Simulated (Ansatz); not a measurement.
# Decaying states in the gap of LiBeF3, part 2 of 3

Aim: relax a made-up compound, LiBeF3, and see how good a tunnel barrier it would be. It is built by putting Be for Ba in the BaLiF3 structure of space group Pm-3m, with the volume rescaled by atomic radii. The parent structure comes from the Materials Project.

Ansatz 0.2.0; PBE DFT, plane waves, PAW files (the session's first sound run).

So far. Step 2 (Relaxing the new crystal): The largest force component on a free atom ends at 5.1e-30 eV/Å.

The structure was built from a prototype and need not be the compound's stable phase.

## 3. The bulk crystal and its band edges

The energy window and the wavevectors of the next steps follow from the band edges, so these are searched first, off the mesh as well.

File input.yaml:

```yaml
crystal:
  lattice:
    - [3.5409019286, 0.0, 0.0]
    - [0.0, 3.5409019286, 0.0]
    - [0.0, 0.0, 3.5409019286]
  atoms:
    - { symbol: Be, position: [0.0, 0.0, 0.0] }
    - { symbol: Li, position: [0.5, 0.5, 0.5] }
    - { symbol: F, position: [0.0, 0.5, 0.5] }
    - { symbol: F, position: [0.5, 0.5, 0.0] }
    - { symbol: F, position: [0.5, 0.0, 0.5] }
kpoints:
  mp_grid: { grid: [8, 8, 8] }
  band_path: { path: [VBM, CBM], npoints: 30 }
scf:
  occupations: { method: fixed }
hamiltonian:
  xc: pbe
output:
  eigenvalues: true
  write_potential: true
  write_density: true
  volumetric_format: npy
  elf: true
```

Launch:

```
$ ansatz run input.yaml --threads 2 --pin off --max-ram 4096MiB --backend cpu --events-out ev --progress --plain --runs-dir out
```

Numbers of over 12 decimals in the logs are rounded to 6 here.

What it wrote:

```text
[...]
Crystal: 5 atoms, lattice volume = 44.396 Å³
Basis set: ecut = 420 eV, 895 PW (Γ)
Bands: 18, of which v1, the nominal top of the filled ones, is band 13 counted from 1 (12 counted from 0)
Symmetry: 48 space group operations
[...]
k-points: 35 of 512
[...]
SCF iter   1: F=—  HF=-2723.004759 eV  |F-HF|=—  |Δ(HF+E_count)|=         —  Δρ=3.43e-3  dr2=5.46e-3  ethr=1.77e-3  ⟨swp⟩=4.7  Hψ=2922  notcnv=0  defer=82
[...]
SCF iter   6: F=-2723.002461 eV  HF=-2723.002461 eV  |F-HF|=3.41e-8  |Δ(HF+E_count)|=   3.18e-6  Δρ=8.89e-6  dr2=3.34e-8  ethr=3.85e-10  ⟨swp⟩=5.8  Hψ=2740  notcnv=0
SCF 1 converged in 6 iterations: F = -2723.002461 eV  dr2 = 3.34e-8
[...]
NSCF: frozen V_eff on 20 k-points
[...]
SCF converged after 6 iterations
Free energy (F): -2723.002461 eV
[...]
Internal energy: -2723.002461 eV  (E = F + TS)
E sigma→0 (E₀):  -2723.002461 eV
Fermi energy:    2.436363 eV
[...]
--- Band table (eV; the first three rows and the last of 35) ---
  k-point 0: bands = [... 9 lower, 1.4463, 2.0825, 2.0825, 2.0825, 4.0375, 11.3022, 11.3022, 11.3022, ... 1 higher]
  k-point 1: bands = [... 9 lower, 1.3940, 1.7951, 2.0385, 2.0385, 4.4729, 10.8218, 11.1785, 11.1785, ... 1 higher]
  k-point 2: bands = [... 9 lower, 1.2356, 1.3477, 1.9727, 1.9727, 5.3674, 9.8117, 10.8964, 10.8964, ... 1 higher]
  k-point 34: bands = [... 9 lower, 2.2202, 2.4364, 2.4364, 2.4364, 5.6315, 10.6775, 10.6775, 10.6775, ... 1 higher]
```

Wall time 1.6 s (2 threads of Arm Neoverse V2, shared host); peak memory 0.29 GiB.

This step gave:

```yaml
free_energy: -2723.0025 eV
fermi_energy: 2.436 eV
gap_on_the_k_mesh: 1.601 eV
gap_on_path: 1.601 eV, by band count; negative where bands overlap
direct_gap_on_path: 1.955 eV
edge_places_on_path: 0, 1.537 1/A along the path
```

Electronic bands along the path, in eV, zero at the Fermi level (highest filled level under fixed occupations); v1 is the highest filled band, c1 the lowest empty one:

| point | v4 | v3 | v2 | v1 | c1 | c2 | c3 | c4 |
| --- | --- | --- | --- | --- | --- | --- | --- | --- |
| VBM | -0.22 | 0.00 | 0.00 | 0.00 | 3.20 | 8.24 | 8.24 | 8.24 |
| halfway | -1.60 | -0.51 | -0.26 | -0.26 | 4.26 | 6.54 | 7.93 | 7.93 |
| CBM | -0.99 | -0.35 | -0.35 | -0.35 | 1.60 | 8.87 | 8.87 | 8.87 |

Electrostatic potential energy in the ac plane at fractional y = 0.500, with atoms of Li and F within 0.2 Å of it. With pseudopotentials it is smooth inside the atoms' cores, unlike the true potential.

Ten even steps from '0' (-38 eV) to '9' (9 eV), each cell a mean:
```
99998300049999
99999632479999
99999987899999
89999988899999
35899865689974
01598643468840
00388521358720
01488632468830
24799765689963
78999988899998
99999988999999
99999743589999
99998410159999
99997200038999
```
Columns run along a (3.5 Å; values clipped at the 3rd and 97th percentile), rows up along c (3.5 Å). Atoms in or near the plane, at fractional coordinates: Li at (0.50, 0.50), F at (0.00, 0.50), F at (0.50, 0.00).

Valence density in the ac plane at fractional y = 0.500, with atoms of Li and F within 0.2 Å of it. It is the smooth field of the valence electrons, not physical close to the nuclei.

Ten even steps from '_' (0 e/Å³) to '@' (13 e/Å³), each cell a mean:
```
__________::++##++..________
__________..::--::__________
____________________________
____________________________
::..______________________..
**==..______::--..______::++
@@**::____..==**--______--##
##++::______::==::______::++
--::__________..________..::
____________________________
____________________________
____________::::..__________
__________::++**==..________
__________--##@@**::________
```
Columns run along a (3.5 Å), rows up along c (3.5 Å). Atoms in or near the plane, at fractional coordinates: Li at (0.50, 0.50), F at (0.00, 0.50), F at (0.50, 0.00).

ELF in the ac plane at fractional y = 0.500, with atoms of Li and F within 0.2 Å of it. It is the smooth field of the valence electrons, not physical close to the nuclei.

Ten even steps from '_' (0.03) to '@' (0.92), each cell a mean:
```
______--##%%##**##%%**::____
______..++%%%%%%%%%%==..____
--::____::++##%%##++..__..::
##**==..__..::::..____..==**
%%%%##==____..::______++%%%%
##%%%%**....##%%++__..##%%##
==##%%##..--@@@@%%::::%%%%**
**%%%%**..::%%@@##..::##%%##
%%%%%%==____::--..__..++%%%%
####++..____......____::++##
==--..__..==**##**==..__..--
..____..++%%%%%%%%##==______
______--##%%%%##%%%%**::____
____..==##%%**==##%%##--____
```
Columns run along a (3.5 Å), rows up along c (3.5 Å). Atoms in or near the plane, at fractional coordinates: Li at (0.50, 0.50), F at (0.00, 0.50), F at (0.50, 0.00).

The searched edges give 1.60 eV, as on the mesh.

## 4. Decaying states in the gap

This step: PBE DFT, plane waves, PAW files; complex bands by layer matching along the plane's normal (Ansatz 0.2.0).

The same crystal is laid in a cell whose first two vectors span the (111) plane (indices of the standard conventional cell, whose axes can be ordered otherwise than in the bulk input). At fixed energy and wavevector in the plane the solver finds all kz, real and complex. A few wavevectors are listed, (0, 0) and (0.5, 0) in units of the plane's reciprocal vectors; the slowest state needn't be among them.

File input.yaml:

```yaml
crystal:
  lattice:
    - [5.00759153, 0.0, 0.0]
    - [2.503795765, 4.336701477, 0.0]
    - [2.503795765, 1.445567159, 2.044340682]
  atoms:
    - { symbol: Be, position: [0.0, 0.0, 0.0] }
    - { symbol: Li, position: [0.5, 0.5, 0.5] }
    - { symbol: F, position: [0.5, 0.5, 0.0] }
    - { symbol: F, position: [0.5, 0.0, 0.0] }
    - { symbol: F, position: [0.0, 0.5, 0.0] }
kpoints:
  mp_grid: { grid: [12, 12, 12] }
scf:
  occupations: { method: fixed }
hamiltonian:
  xc: pbe
output:
  eigenvalues: true
  transmission:
    leads: [[0, 0]]
    kpoints: [[0.0, 0.0], [0.5, 0.0]]
    e_range: [-1.0, 2.6]
    de: 0.06
```

What it wrote:

```text
basis.fft_grid_basis auto: the FFT boxes are laid along the combinations [[1, 0, -1], [0, 1, -1], [0, 0, 1]] of the cell's own vectors, 3.541, 3.541 and 3.541 Å long. The dense box has 24×24×24 points. Along the cell's own vectors, as sized, it would have 36×36×24, 2.25 times as many. basis.fft_grid_basis: typed keeps the cell's own vectors: state it where this run's energies or levels are differenced outside the engine with another run's, or held beside a run that keeps those vectors.
[...]
Crystal: 5 atoms, lattice volume = 44.396 Å³
Basis set: ecut = 420 eV, 895 PW (Γ), FFT grids on a1−a3, a2−a3, a3
Bands: 18, of which v1, the nominal top of the filled ones, is band 13 counted from 1 (12 counted from 0)
Symmetry: 48 space group operations
[...]
k-points: 84 of 1728
[...]
SCF iter   1: F=—  HF=-2723.005092 eV  |F-HF|=—  |Δ(HF+E_count)|=         —  Δρ=3.48e-3  dr2=5.59e-3  ethr=1.77e-3  ⟨swp⟩=4.6  Hψ=7017  notcnv=0  defer=209
[...]
SCF iter   6: F=-2723.002709 eV  HF=-2723.002709 eV  |F-HF|=3.62e-8  |Δ(HF+E_count)|=   3.31e-6  Δρ=9.08e-6  dr2=3.51e-8  ethr=3.85e-10  ⟨swp⟩=6.0  Hψ=6563  notcnv=0
SCF 1 converged in 6 iterations: F = -2723.002709 eV  dr2 = 3.51e-8
[...]
transmission: 3 of 6 steps passed
transmission: 6 of 6 steps passed
SCF converged after 6 iterations
Free energy (F): -2723.002709 eV
[...]
Internal energy: -2723.002709 eV  (E = F + TS)
E sigma→0 (E₀):  -2723.002709 eV
Fermi energy:    2.436374 eV
[...]
--- Band table (eV; the first three rows and the last of 84) ---
  k-point 0: bands = [... 9 lower, 1.4463, 2.0825, 2.0825, 2.0825, 4.0375, 11.3022, 11.3022, 11.3022, ... 1 higher]
  k-point 1: bands = [... 9 lower, 1.5083, 1.6345, 2.0690, 2.0690, 4.5955, 10.8952, 11.0313, 11.0313, ... 1 higher]
  k-point 2: bands = [... 9 lower, 0.9208, 1.6806, 2.0976, 2.0976, 5.6866, 9.9159, 10.5947, 10.5947, ... 1 higher]
  k-point 83: bands = [... 9 lower, 0.7675, 1.5650, 1.9553, 1.9855, 7.3472, 8.6687, 9.9716, 10.1362, ... 1 higher]
--- Transmission ---
  basis      : 199 plane waves across, 3 finite elements along
  points     : 2, as listed
  energies   : 61 from -1.000000 to 2.600000 eV about the Fermi level, 0.060000 eV apart; the leads are filled to 0.800579 eV, and channels, transmission and decay are at 0.800000 eV
  crystal 0  : Be1F3Li1, at the sites [0, 0], period 2.0443 Å: whole cells are its period
    offset         : up to 0.0000 Å between an atom of the period and one for which it stands
    channels       : 0.000000e0 a spin
    conductance    : none, the energies end too early or step too widely for 300 K: set another output.transmission.e_range or a lower de, or, where they end at an eighth of basis.ecutwfc, a higher one
    slowest decay  : 0.2205 /Å at (0.0000, 0.0000)
```

Run time: 20 s. Hardware: 2 threads; peak memory 0.53 GiB; 38 s of CPU time.

Numbers from this step:

```yaml
free_energy: -2723.0027 eV
level_to_which_the_leads_are_filled: 0.8006 eV from the Fermi level
decay_constant_at_the_filling_level_zone_centre: 0.2205 Å⁻¹
decay_constant_at_the_filling_level_slowest_listed_point: 0.2205 Å⁻¹
```

K parallel (0, 0); values up to 1.5 1/Å, a degenerate pair printed once or twice; energies at which all values exceed this have no row. The Im kz of the slowest decaying states by energy, zero at the highest filled level on the SCF mesh:

| energy (eV) | decay 1 (Å⁻¹) | decay 2 (Å⁻¹) | decay 3 (Å⁻¹) | decay 4 (Å⁻¹) |
| --- | --- | --- | --- | --- |
| -1.00 | 0.0997 | 0.755 | 0.814 | 0.945 |
| -0.82 | 0.313 | 0.644 | 0.748 | 0.951 |
| -0.64 | 0.444 | 0.740 | 0.957 | - |
| -0.46 | 0.322 | 0.731 | 0.963 | - |
| -0.28 | 0.0905 | 0.289 | 0.721 | 0.969 |
| -0.10 | 0.157 | 0.334 | 0.410 | 0.709 |
| 0.02 | 0.0945 | 0.135 | 0.183 | 0.456 |
| 0.08 | 0.173 | 0.193 | 0.265 | 0.475 |
| 0.26 | 0.213 | 0.280 | 0.461 | 0.525 |
| 0.44 | 0.224 | 0.346 | 0.567 | 0.583 |
| 0.62 | 0.226 | 0.397 | 0.603 | 0.652 |
| 0.80 | 0.221 | 0.440 | 0.635 | 0.636 |
| 0.98 | 0.207 | 0.476 | 0.616 | 0.666 |
| 1.16 | 0.184 | 0.508 | 0.596 | 0.694 |
| 1.34 | 0.149 | 0.537 | 0.574 | 0.720 |
| 1.52 | 0.0863 | 0.551 | 0.563 | 0.745 |
| 1.70 | 0.525 | 0.587 | 0.769 | 0.982 |
| 1.88 | 0.497 | 0.609 | 0.792 | 1.01 |
| 2.06 | 0.466 | 0.629 | 0.815 | 1.04 |
| 2.24 | 0.432 | 0.647 | 0.837 | 1.05 |
| 2.42 | 0.393 | 0.665 | 0.859 | 1.06 |
| 2.60 | 0.348 | 0.681 | 0.881 | 1.06 |

K parallel (0, 0). The Re kz of states that move upwards by energy, zero at the highest filled level on the SCF mesh:

| energy (eV) | channel 1 (Å⁻¹) | channel 2 (Å⁻¹) | channel 3 (Å⁻¹) | channel 4 (Å⁻¹) | channel 5 (Å⁻¹) |
| --- | --- | --- | --- | --- | --- |
| -1.00 | -0.322 | -0.0667 | -0.0667 | 1.02 | 1.02 |
| -0.82 | -0.262 | 0.432 | 1.09 | 1.09 | - |
| -0.64 | -0.196 | 0.641 | 1.16 | 1.16 | - |
| -0.46 | -0.113 | 0.822 | 1.25 | 1.25 | - |
| -0.28 | 0.709 | 0.709 | 1.01 | 1.38 | 1.38 |
| -0.10 | 1.23 | 1.24 | 1.24 | - | - |
| 0.02 | - | - | - | - | - |
| 0.08 | - | - | - | - | - |
| 0.26 | - | - | - | - | - |
| 0.44 | - | - | - | - | - |
| 0.62 | - | - | - | - | - |
| 0.80 | - | - | - | - | - |
| 0.98 | - | - | - | - | - |
| 1.16 | - | - | - | - | - |
| 1.34 | - | - | - | - | - |
| 1.52 | - | - | - | - | - |
| 1.70 | 0.0995 | - | - | - | - |
| 1.88 | 0.173 | - | - | - | - |
| 2.06 | 0.229 | - | - | - | - |
| 2.24 | 0.278 | - | - | - | - |
| 2.42 | 0.323 | - | - | - | - |
| 2.60 | 0.366 | - | - | - | - |

K parallel (0.5, 0); values up to 1.5 1/Å, a degenerate pair printed once or twice; energies at which all values exceed this have no row. Table of Im kz of the slowest decaying states by energy, zero at the highest filled level on the SCF mesh:

| energy (eV) | decay 1 (Å⁻¹) | decay 2 (Å⁻¹) | decay 3 (Å⁻¹) | decay 4 (Å⁻¹) |
| --- | --- | --- | --- | --- |
| -1.00 | 0.170 | 0.170 | 0.885 | 1.06 |
| -0.82 | 0.160 | 0.214 | 0.937 | 0.979 |
| -0.64 | 0.0732 | 0.219 | 0.835 | 0.978 |
| -0.46 | 0.0933 | 0.189 | 1.01 | 1.04 |
| -0.28 | 0.258 | 0.261 | 1.03 | 1.04 |
| -0.10 | 0.200 | 0.335 | 0.349 | 0.399 |
| 0.02 | 0.158 | 0.259 | 0.372 | 0.416 |
| 0.08 | 0.233 | 0.283 | 0.389 | 0.443 |
| 0.26 | 0.342 | 0.356 | 0.431 | 0.510 |
| 0.44 | 0.387 | 0.433 | 0.467 | 0.565 |
| 0.62 | 0.425 | 0.491 | 0.497 | 0.613 |
| 0.80 | 0.457 | 0.524 | 0.539 | 0.654 |
| 0.98 | 0.484 | 0.548 | 0.580 | 0.691 |
| 1.16 | 0.508 | 0.570 | 0.616 | 0.725 |
| 1.34 | 0.529 | 0.590 | 0.648 | 0.757 |
| 1.52 | 0.547 | 0.609 | 0.676 | 0.786 |
| 1.70 | 0.562 | 0.628 | 0.701 | 0.813 |
| 1.88 | 0.576 | 0.646 | 0.724 | 0.838 |
| 2.06 | 0.587 | 0.666 | 0.745 | 0.855 |
| 2.24 | 0.595 | 0.687 | 0.764 | 0.835 |
| 2.42 | 0.600 | 0.710 | 0.781 | 0.815 |
| 2.60 | 0.602 | 0.738 | 0.793 | 0.797 |

At the listed wavevectors the last open channel is at -0.04 eV and the next at +1.64 eV on the grid. At +0.80 eV, the grid energy nearest the filling level (the middle of the gap on the SCF mesh), the slowest state at the listed wavevectors decays with κ = 0.221 Å⁻¹, its amplitude falling by e over 4.5 Å. Through 1 nm of this crystal that state's transmission falls by exp(−2 × 0.221 Å⁻¹ × 10 Å) = 0.012.

## 5. Decay over the two-dimensional zone

The listed points could miss the slowest state, so one energy near mid-gap is solved on a mesh of 12×12.

input.yaml: that of step 4 with these lines changed.

```diff
@@ -19,6 +19,2 @@
   eigenvalues: true
-  transmission:
-    leads: [[0, 0]]
-    kpoints: [[0.0, 0.0], [0.5, 0.0]]
-    e_range: [-1.0, 2.6]
-    de: 0.06
+  transmission: { leads: [[0, 0]], kmesh: [12, 12], e_range: [0.8, 0.81], de: 0.05 }
```

What it wrote:

```text
[...]
Crystal: 5 atoms, lattice volume = 44.396 Å³
Basis set: ecut = 420 eV, 895 PW (Γ), FFT grids on a1−a3, a2−a3, a3
Bands: 18, of which v1, the nominal top of the filled ones, is band 13 counted from 1 (12 counted from 0)
Symmetry: 48 space group operations
[...]
k-points: 84 of 1728
[...]
SCF iter   1: F=—  HF=-2723.005092 eV  |F-HF|=—  |Δ(HF+E_count)|=         —  Δρ=3.48e-3  dr2=5.59e-3  ethr=1.77e-3  ⟨swp⟩=4.6  Hψ=7017  notcnv=0  defer=209
[...]
SCF iter   6: F=-2723.002709 eV  HF=-2723.002709 eV  |F-HF|=3.62e-8  |Δ(HF+E_count)|=   3.31e-6  Δρ=9.08e-6  dr2=3.51e-8  ethr=3.85e-10  ⟨swp⟩=6.0  Hψ=6563  notcnv=0
SCF 1 converged in 6 iterations: F = -2723.002709 eV  dr2 = 3.51e-8
[...]
transmission: 12 of 57 steps passed
transmission: 24 of 57 steps passed
[...]
transmission: 57 of 57 steps passed
SCF converged after 6 iterations
Free energy (F): -2723.002709 eV
[...]
Internal energy: -2723.002709 eV  (E = F + TS)
E sigma→0 (E₀):  -2723.002709 eV
Fermi energy:    2.436374 eV
[...]
--- Band table (eV; the first three rows and the last of 84) ---
  k-point 0: bands = [... 9 lower, 1.4463, 2.0825, 2.0825, 2.0825, 4.0375, 11.3022, 11.3022, 11.3022, ... 1 higher]
  k-point 1: bands = [... 9 lower, 1.5083, 1.6345, 2.0690, 2.0690, 4.5955, 10.8952, 11.0313, 11.0313, ... 1 higher]
  k-point 2: bands = [... 9 lower, 0.9208, 1.6806, 2.0976, 2.0976, 5.6866, 9.9159, 10.5947, 10.5947, ... 1 higher]
  k-point 83: bands = [... 9 lower, 0.7675, 1.5650, 1.9553, 1.9855, 7.3472, 8.6687, 9.9716, 10.1362, ... 1 higher]
--- Transmission ---
  basis      : 199 plane waves across, 3 finite elements along
  points     : 19, standing for a mesh of 12 x 12
  energies   : 1 from 0.800000 to 0.800000 eV about the Fermi level; the leads are filled to 0.800579 eV, and channels, transmission and decay are at 0.800000 eV
  crystal 0  : Be1F3Li1, at the sites [0, 0], period 2.0443 Å: whole cells are its period
[...]
channels       : 0.000000e0 a spin
    conductance    : none, crystal 0 has no channel at the energies, or these end too early or step too widely for 300 K: set another output.transmission.e_range or a lower de, or, where they end at an eighth of basis.ecutwfc, a higher one
    slowest decay  : 0.2205 /Å at (0.0000, 0.0000)
```

Elapsed: 9.9 s, on 2 threads; peak memory 0.46 GiB.

Numbers from this step:

- least decay constant on the mesh: 0.2205 Å⁻¹

Slowest decay constant (1/Å; 0 where a channel is open) over k1 and k2. At 0.8000 eV from the Fermi level.

Values, 12 rows by 12 columns:
```
0.484 0.532 0.540 0.540 0.532 0.484 0.452 0.476 0.532 0.532 0.476 0.452
0.532 0.540 0.549 0.540 0.532 0.476 0.440 0.458 0.523 0.458 0.440 0.476
0.539 0.540 0.540 0.539 0.532 0.458 0.412 0.409 0.409 0.412 0.458 0.532
0.532 0.532 0.532 0.532 0.523 0.409 0.334 0.308 0.334 0.409 0.523 0.532
0.484 0.484 0.476 0.458 0.409 0.308 0.252 0.252 0.308 0.409 0.458 0.476
0.457 0.452 0.440 0.412 0.334 0.252 0.221 0.252 0.334 0.412 0.440 0.452
0.484 0.476 0.458 0.409 0.308 0.252 0.252 0.308 0.409 0.458 0.476 0.484
0.532 0.532 0.523 0.409 0.334 0.308 0.334 0.409 0.523 0.532 0.532 0.532
0.539 0.532 0.458 0.412 0.409 0.409 0.412 0.458 0.532 0.539 0.540 0.540
0.532 0.476 0.440 0.458 0.523 0.458 0.440 0.476 0.532 0.540 0.549 0.540
0.484 0.452 0.476 0.532 0.532 0.476 0.452 0.484 0.532 0.540 0.540 0.532
0.457 0.484 0.532 0.539 0.532 0.484 0.457 0.484 0.532 0.539 0.532 0.484
```
Columns: k1 (b1) from -0.5 to 0.417; rows upwards: k2 (b2) from -0.5 to 0.417.

The least value on the mesh is 0.221 Å⁻¹ at +0.80 eV. At that energy the listed points give about 0.221 Å⁻¹ by interpolation, so the mesh holds no clearly slower state.

(Part 2 of 3 ends here.)

[Logs are printed without paths, hosts, clocks, repeated set-up lines and the standing remarks that a program may print on its own settings, such as how far it seeks lower states.]

[Hosts, paths, dates, database ids (printed as entryN), source tags and the programs' standing remarks are cut or masked in the printed files.]
